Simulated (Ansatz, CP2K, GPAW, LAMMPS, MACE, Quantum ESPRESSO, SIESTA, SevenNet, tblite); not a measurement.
# CP2K on liquid Ge at 2600 K (66 atoms): settings against a plane-wave reference, part 3 of 3

Wanted: CP2K inputs and outputs for liquid Ge at 2600 K (66 atoms), checked against a plane-wave reference.

Program: CP2K 2026.2; the method stands at each step. Banners, paths, timers and routine set-up lines are dropped from the logs unmarked, and long logs keep their key lines alone; longer cuts are marked.

So far. Step 7 (PBE, DZVP-UZH, 122/50 Ry, diagonalisation): Against the first run (4.4 %), the force difference from the reference is 4.3 %, at 0.65 times the CPU time: the change moves forces by 0.77 meV/Å r.m.s., so most of the difference comes from elsewhere. Step 8 (RPBE, PBE potentials, DZVP-UZH, 350/50 Ry …): Against the first run (4.4 %), the force difference from the reference is 4.6 %, at 1.00 times the CPU time; the model has changed, so this is no error of the program alone.

**9. PBE, DZVP-UZH, 350/70 Ry, diagonalisation**

Method: Kohn-Sham DFT, PBE, GTH-PBE pseudopotentials, Gaussian and plane waves, DZVP-MOLOPT (UZH set), diagonalisation.

input.inp

```
&GLOBAL
  PROJECT cell
  RUN_TYPE ENERGY_FORCE
  PRINT_LEVEL LOW
&END GLOBAL
&FORCE_EVAL
  METHOD QS
  STRESS_TENSOR ANALYTICAL
  &DFT
    BASIS_SET_FILE_NAME BASIS_MOLOPT_UZH
    POTENTIAL_FILE_NAME POTENTIAL_UZH
    &MGRID
      CUTOFF 350
      REL_CUTOFF 70
    &END MGRID
    &QS
      EPS_DEFAULT 1.0E-12
    &END QS
    &SCF
      SCF_GUESS ATOMIC
      EPS_SCF 5.0E-06
      MAX_SCF 200
      ADDED_MOS 29
      &DIAGONALIZATION
        ALGORITHM STANDARD
      &END DIAGONALIZATION
      &SMEAR ON
        METHOD FERMI_DIRAC
        ELECTRONIC_TEMPERATURE [K] 580
      &END SMEAR
      &MIXING
        METHOD BROYDEN_MIXING
        ALPHA 0.15
        NBROYDEN 12
      &END MIXING
      &PRINT
        &RESTART OFF
        &END RESTART
      &END PRINT
    &END SCF
    &XC
      &XC_FUNCTIONAL PBE
      &END XC_FUNCTIONAL
    &END XC
    &PRINT
      &MULLIKEN ON
      &END MULLIKEN
      &HIRSHFELD ON
        SHAPE_FUNCTION DENSITY
      &END HIRSHFELD
      &MO ON
        EIGENVALUES T
        OCCUPATION_NUMBERS T
        MO_INDEX_RANGE 121 144
        &EACH
          QS_SCF 0
        &END EACH
        ADD_LAST NUMERIC
      &END MO
    &END PRINT
  &END DFT
  &SUBSYS
    &CELL
      A 11.47290 0.00000 0.00000
      B 0.00000 11.47290 0.00000
      C 0.00000 0.00000 11.47290
    &END CELL
    &COORD
[... 66 atom lines left out: the same atoms as in the first run ...]
    &END COORD
    &KIND Ge
      BASIS_SET DZVP-MOLOPT-PBE-GTH-q4
      POTENTIAL GTH-PBE-q4
    &END KIND
  &END SUBSYS
  &PRINT
    &FORCES ON
    &END FORCES
    &STRESS_TENSOR ON
    &END STRESS_TENSOR
  &END PRINT
&END FORCE_EVAL
```

Launch:

```bash
OMP_NUM_THREADS=2 cp2k.psmp -i input.inp > output.txt
```

Numbers of over 12 decimals in the logs are rounded to 6 here.

The log of the run:

```text
CP2K| version string:                                       CP2K version 2026.2
 CP2K| Input file name                                                 input.inp
 GLOBAL| Basis set file name                                    BASIS_MOLOPT_UZH
 GLOBAL| Potential file name                                       POTENTIAL_UZH
 GLOBAL| Run type                                                   ENERGY_FORCE
 GLOBAL| Total number of message passing processes                             1
 GLOBAL| Number of threads for this process                                    2
[... lines left out ...]
                        Smear method:                                FERMI_DIRAC
[... lines left out ...]
 Number of electrons:                                                        264
[... lines left out ...]
  Step     Update method      Time    Convergence         Total energy    Change
[... lines left out ...]
  *** SCF run converged in    16 steps ***
[... lines left out ...]
  Fermi energy:                                                 0.156800
  Total energy:                                              -258.161041
  Total energy (extrapolated to T->0):                       -258.156512
[... lines left out ...]
 MO| E(Fermi):            0.156800 a.u.          4.266741 eV
[... lines left out ...]
     66       Ge     1       4.000          4.032                        -0.032
  Total Charge                                                           -0.000
 !-----------------------------------------------------------------------------!
 ENERGY| Total FORCE_EVAL ( QS ) energy [hartree]           -258.161063
 FORCES| Atomic forces [hartree/bohr]
 FORCES|   Atom     x               y               z               |f|
 FORCES|      1  1.58620828E-02  2.58520126E-02  3.67307132E-02   4.76348351E-02
 FORCES|      2  1.12088796E-02  1.44294994E-03  5.89470963E-03   1.27463206E-02
 FORCES|      3  1.08277794E-02 -6.27841481E-03  2.55262036E-02   2.84296741E-02
[...]
FORCES|     65 -1.80926430E-02 -1.43546950E-02 -3.58604733E-02   4.26541270E-02
 FORCES|     66 -6.72439800E-03 -6.98136390E-03  1.06292585E-02   1.43853434E-02
 FORCES| Sum    -2.45568975E-08  1.61902333E-07 -4.99871577E-09
 FORCES| Total atomic force                                       1.63830382E-07
 STRESS| Analytical stress tensor [bar]
 STRESS|                        x                   y                   z
 STRESS|      x        6.15738543562E+04  -1.69879269141E+03   3.25948186780E+03
 STRESS|      y       -1.69879269141E+03   4.16569179246E+04   1.15249358380E+04
 STRESS|      z        3.25948186780E+03   1.15249358380E+04   5.81366859531E+04
 STRESS| 1/3 Trace                                             5.37891527446E+04
```

Wall time 1.9 min (2 threads of Arm Neoverse V1, shared host); peak memory 2.2 GiB; 3.4 min of CPU time.

Compared with the plane-wave run:

```
r.m.s. force component                          : 0.8937 eV/Å
r.m.s. difference of force components           : 39.24 meV/Å
longest difference of force vectors             : 146.3 meV/Å
force difference over r.m.s. force              : 4.359 %
slope of forces against the reference's         : 0.9917
correlation of force components                 : 0.9991
pressure                                        : 5.379 GPa
pressure difference                             : 0.6982 GPa
energy less the same-level run's                : 0 meV/atom
r.m.s. force difference from the same-level run : 0 meV/Å
```

Against the first run (4.4 %), the force difference from the reference is 4.4 %, at 1.3 times the CPU time: the change moves forces by under 0.01 meV/Å r.m.s., so most of the difference comes from elsewhere.

**10. r2SCAN, SCAN potentials, DZVP-UZH(SCAN), 600/50 Ry, diagonalisation**

Method: Kohn-Sham DFT, r2SCAN, GTH-SCAN pseudopotentials, Gaussian and plane waves, DZVP-MOLOPT (UZH set), diagonalisation.

input.inp: that of step 9 with these lines changed.

```diff
@@ -12,4 +12,5 @@
     &MGRID
-      CUTOFF 350
-      REL_CUTOFF 70
+      CUTOFF 600
+      REL_CUTOFF 50
+      NGRIDS 5
     &END MGRID
@@ -41,3 +42,7 @@
     &XC
-      &XC_FUNCTIONAL PBE
+      &XC_FUNCTIONAL
+        &MGGA_X_R2SCAN
+        &END MGGA_X_R2SCAN
+        &MGGA_C_R2SCAN
+        &END MGGA_C_R2SCAN
       &END XC_FUNCTIONAL
@@ -71,4 +76,4 @@
     &KIND Ge
-      BASIS_SET DZVP-MOLOPT-PBE-GTH-q4
-      POTENTIAL GTH-PBE-q4
+      BASIS_SET DZVP-MOLOPT-SCAN-GTH-q4
+      POTENTIAL GTH-SCAN-q4
     &END KIND
```

The log of the run:

```text
CP2K| version string:                                       CP2K version 2026.2
 CP2K| Input file name                                                 input.inp
 GLOBAL| Basis set file name                                    BASIS_MOLOPT_UZH
 GLOBAL| Potential file name                                       POTENTIAL_UZH
 GLOBAL| Run type                                                   ENERGY_FORCE
 GLOBAL| Total number of message passing processes                             1
 GLOBAL| Number of threads for this process                                    2
 TOTAL NUMBERS AND MAXIMUM NUMBERS
  Total number of            - Atomic kinds:                                   1
                             - Atoms:                                         66
[... lines left out ...]
                        Smear method:                                FERMI_DIRAC
[... lines left out ...]
 Number of electrons:                                                        264
[... lines left out ...]
  Step     Update method      Time    Convergence         Total energy    Change
[... lines left out ...]
  *** SCF run converged in    17 steps ***
[... lines left out ...]
  Fermi energy:                                                 0.147282
  Total energy:                                              -260.399154
  Total energy (extrapolated to T->0):                       -260.395064
[... lines left out ...]
 MO| E(Fermi):            0.147282 a.u.          4.007742 eV
[... lines left out ...]
 !-----------------------------------------------------------------------------!
 !-----------------------------------------------------------------------------!
                           Hirshfeld Charges
  #Atom  Element  Kind  Ref Charge     Population                    Net charge
      1       Ge     1       4.000          4.015                        -0.015
      2       Ge     1       4.000          3.990                         0.010
      3       Ge     1       4.000          4.025                        -0.025
[...]
65       Ge     1       4.000          4.029                        -0.029
     66       Ge     1       4.000          4.034                        -0.034
  Total Charge                                                           -0.000
 !-----------------------------------------------------------------------------!
 ENERGY| Total FORCE_EVAL ( QS ) energy [hartree]           -260.399132
 FORCES| Atomic forces [hartree/bohr]
 FORCES|   Atom     x               y               z               |f|
 FORCES|      1  1.89927607E-02  1.98483083E-02  2.81798396E-02   3.93545889E-02
 FORCES|      2  5.38633346E-03 -4.34467520E-04  4.16421518E-03   6.82217254E-03
 FORCES|      3  1.08702366E-02 -5.12232325E-03  2.70246766E-02   2.95758919E-02
[...]
FORCES|     65 -1.53367650E-02 -1.01055499E-02 -2.84629721E-02   3.38744636E-02
 FORCES|     66 -2.75897949E-03 -1.31452194E-02  1.61091362E-03   1.35278898E-02
 FORCES| Sum     2.48227485E-05 -4.58533803E-05  7.94857751E-06
 FORCES| Total atomic force                                       5.27435419E-05
 STRESS| Analytical stress tensor [bar]
 STRESS|                        x                   y                   z
 STRESS|      x       -9.64852580889E+02  -1.68484064091E+03   2.03195641892E+03
 STRESS|      y       -1.68484064091E+03  -1.66350797052E+04   1.12891526333E+04
 STRESS|      z        2.03195641892E+03   1.12891526333E+04   3.22032115664E+03
 STRESS| 1/3 Trace                                            -4.79320370981E+03
```

Run time: 4.6 min. Hardware: 2 threads; peak memory 4.8 GiB; 8.6 min of CPU time.

Compared with the plane-wave run:

```yaml
r_m_s_force_component: 0.7964 eV/Å
r_m_s_difference_of_force_components: 240.9 meV/Å
longest_difference_of_force_vectors: 821.6 meV/Å
force_difference_over_r_m_s_force: 26.75 %
slope_of_forces_against_the_reference_s: 0.8554
correlation_of_force_components: 0.9671
pressure: -0.4793 GPa
pressure_difference: -5.16 GPa
```

Against the first run (4.4 %), the force difference from the reference is 27 %, at 3.3 times the CPU time; the model has changed, so this is no error of the program alone.

**11. All runs compared**

Differences are against the plane-wave reference, forces as r.m.s. over components; share is that over the reference's r.m.s. force, slope the least-squares factor from reference forces to these. Total energies of different programs have different zeros and aren't compared.

```csv
run,"Δ force, r.m.s. (meV/Å)",share (%),slope,Δ pressure (GPa),cores,CPU time,memory (GiB)
reference,-,-,-,-,4,2.7 min,2.3
"CP2K PBE, DZVP-UZH, 350/50 Ry, diagonalisation",39.2,4.36,0.992,0.698,2,2.6 min,2.2
"CP2K PBE, TZVP-UZH, 350/50 Ry, diagonalisation",35.1,3.90,0.999,0.479,4,3 min,3.9
"CP2K PBE, TZV2P-UZH, 350/50 Ry, diagonalisation",23.4,2.60,0.994,0.403,4,7.9 min,5.0
"CP2K PBE, DZVP-UZH, 175/50 Ry, diagonalisation (coarse)",39.2,4.36,0.992,0.698,2,1.9 min,1.1
"CP2K PBE+D3(BJ), DZVP-UZH, 350/50 Ry, diagonalisation",103,11.5,0.955,-0.579,2,2.7 min,2.2
"CP2K PBE, DZVP-UZH, 122/50 Ry, diagonalisation (coarse)",39.1,4.35,0.992,0.698,2,1.7 min,0.79
"CP2K RPBE, PBE potentials, DZVP-UZH, 350/50 Ry, diagonalisation",41.3,4.59,0.988,1.07,2,2.6 min,2.2
"CP2K PBE, DZVP-UZH, 350/70 Ry, diagonalisation",39.2,4.36,0.992,0.698,2,3.4 min,2.2
"CP2K r2SCAN, SCAN potentials, DZVP-UZH(SCAN), 600/50 Ry, diagonalisation",241,26.8,0.855,-5.16,2,8.6 min,4.8
```

Rows marked coarse were listed beforehand as settings not expected to be converged; some can still land near the reference.

CPU time is summed over cores on a shared host, where runs went side by side, so it is rough. Symmetry, cutoffs, thresholds, outputs and thread counts weren't matched or tuned between programs; memory under MPI is the largest rank's times the ranks.

Within one program, basis, potentials and functional, energies share a zero. Each run against its twin at the usual cutoff or grid and solver:

```csv
run,twin,Δ energy (meV/atom),"Δ force, r.m.s. (meV/Å)",CPU time over the twin's
"CP2K PBE, DZVP-UZH, 175/50 Ry, diagonalisation","DZVP-UZH, 350/50 Ry, diagonalisation",6.0e-4,0.128,0.75
"CP2K PBE, DZVP-UZH, 122/50 Ry, diagonalisation","DZVP-UZH, 350/50 Ry, diagonalisation",0.0092,0.773,0.65
"CP2K PBE, DZVP-UZH, 350/70 Ry, diagonalisation","DZVP-UZH, 350/50 Ry, diagonalisation",0,0,1.3
```

Further runs of this program without a result: CP2K GFN1-xTB, diagonalisation (not converged).

**12. Summary of results**

* nearest in forces: CP2K PBE, TZV2P-UZH, 350/50 Ry, diagonalisation, 2.6 %
* its CPU time: 7.9 min

In words: The PBE runs in local orbitals, coarse settings apart, differ by 2.6 % (CP2K PBE, TZV2P-UZH, 350/50 Ry, diagonalisation) to 4.4 % (CP2K PBE, DZVP-UZH, 350/50 Ry, diagonalisation); basis, grid and potentials can all enter. Rows with another functional or a dispersion term differ by 4.6 % (CP2K RPBE, PBE potentials, DZVP-UZH, 350/50 Ry, diagonalisation) to 27 % (CP2K r2SCAN, SCAN potentials, DZVP-UZH(SCAN), 600/50 Ry, diagonalisation), which mixes the change of model with differences of basis and potentials, some of them made for another functional. Runs with settings chosen to be coarse differ by 4.3 % (CP2K PBE, DZVP-UZH, 122/50 Ry, diagonalisation) to 4.4 % (CP2K PBE, DZVP-UZH, 175/50 Ry, diagonalisation), their programs' other errors included. None of the electronic-structure runs in the table takes under half the reference's CPU time of 2.7 min; they take 0.62 to 3.2 times as much. The potentials hold different valence shells: 924 electrons in the reference, 264 in CP2K with TZV2P-UZH; this bears on time and differences. The frame stands for 2600 K, but pressures are static and levels are smeared at 580 K, under the temperature of the frame, which matters where levels are partly filled. The network of bonds at the start is that of the classical potential that made the cell, and needn't be the one that DFT or experiment would give. The electronic-structure runs sample only Γ, in a cell whose shortest periodic width is 11 Å, which is coarse for a cell with partly filled levels.

[Also dropped from logs without a mark: logging warnings of Python, and SIESTA's first energy breakdown and zero terms.]

[Logs are printed without paths, hosts, clocks, repeated set-up lines and the standing remarks that a program may print on its own settings, such as how far it seeks lower states.]

[Hosts, paths, dates, database ids (printed as entryN), source tags and the programs' standing remarks are cut or masked in the printed files.]
